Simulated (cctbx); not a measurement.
**Accept or mend?**

Cell a = 8.3410 Å, b = 8.3410 Å, c = 4.5980 Å, α = 90.00°, β = 90.00°, γ = 90.00°; space group P4_2/mnm (no. 136).

Simulated single-crystal data (cctbx): Mo Kα, λ = 0.71073 Å, to d = 0.8 Å, 95 % of the full sphere, strongest reflection 40000 counts, noise from counting, a 2 % proportional error and a noise floor of 8 counts (s.d.); no absorption.

An anisotropic refinement with weights 1/σ² prints:

```text
Rint 0.025, 202 unique reflections to 0.80 A
cycle     R1     wR2    GooF  max shift (A)
   1  0.0179  0.0410   3.205   0.00048
   2  0.0087  0.0199   1.550   0.00000
final R1 0.0087 wR2 0.0199 GooF 1.550  parameters 13  data/parameter 15.5
atom        x        y        z      Ueq    occ   su(xyz)  su(Uiso or U11)
W1     0.66041  0.91227  0.00000   0.0151  1.000  0.00003  0.0001
Gd1    0.00000  0.00000  0.50000   0.0127  1.000  0.00000  0.0002
Te1    0.79281  0.20719  0.00000   0.0193  1.000  0.00005  0.0002
difference map: max 0.57 min -1.11 rms 0.19
Q1    0.1172  0.1172  0.5000    4    0.61  1.38 A from Gd1
Q2    0.0000  0.0000  0.5000    2    0.51  0.00 A from Gd1
Q3    0.0359  0.4168  0.5000    8    0.50  1.64 A from W1
Q4    0.0837  0.9163  0.2901    8    0.44  1.38 A from Gd1
Q5    0.2129  0.2129  0.0000    4    0.43  1.49 A from W1
Q6    0.9937  0.2820  0.5000    8    0.41  1.68 A from W1
```

**Question.** Can this result stand? If not, what is the likely fault?

Mend it. The fault: wrong element: Te1 is Sn. Against the right model at the same level, R1 goes from 0.0055 to 0.0087 and GooF from 0.92 to 1.55. Te1 has 2 electrons too many and its U swells to shed them, as expected (near an absorption edge f′ can widen the mismatch well beyond the difference in Z).

The compound is GdSn2W4. The right model at the same level gives:

```text
Rint 0.025, 202 unique reflections to 0.80 A
cycle     R1     wR2    GooF  max shift (A)
   1  0.0081  0.0175   1.366   0.00026
   2  0.0055  0.0117   0.917   0.00000
final R1 0.0055 wR2 0.0117 GooF 0.917  parameters 13  data/parameter 15.5
atom        x        y        z      Ueq    occ   su(xyz)  su(Uiso or U11)
W1     0.66042  0.91228  0.00000   0.0153  1.000  0.00002  0.0001
Gd1    0.00000  0.00000  0.50000   0.0128  1.000  0.00000  0.0001
Sn1    0.79279  0.20721  0.00000   0.0165  1.000  0.00003  0.0001
difference map: max 0.48 min -0.71 rms 0.12
Q1    0.0355  0.4126  0.5000    8    0.49  1.63 A from W1
Q2    0.1140  0.1140  0.5000    4    0.48  1.34 A from Gd1
Q3    0.0696  0.9304  0.1005    8    0.40  1.69 A from Sn1
Q4    0.2138  0.2138  0.0000    4    0.39  1.49 A from W1
Q5    0.9997  0.2851  0.5000    8    0.37  1.71 A from W1
Q6    0.0389  0.0389  0.0951    8    0.36  1.92 A from Gd1
```

The model is made up (kin elements in a known structure type, no relaxation), so it says nothing on whether the phase exists.

[Middle refinement cycles are left out of these outputs.]

[Logs are printed without paths, hosts, clocks, repeated set-up lines and the standing remarks that a program may print on its own settings, such as how far it seeks lower states.]
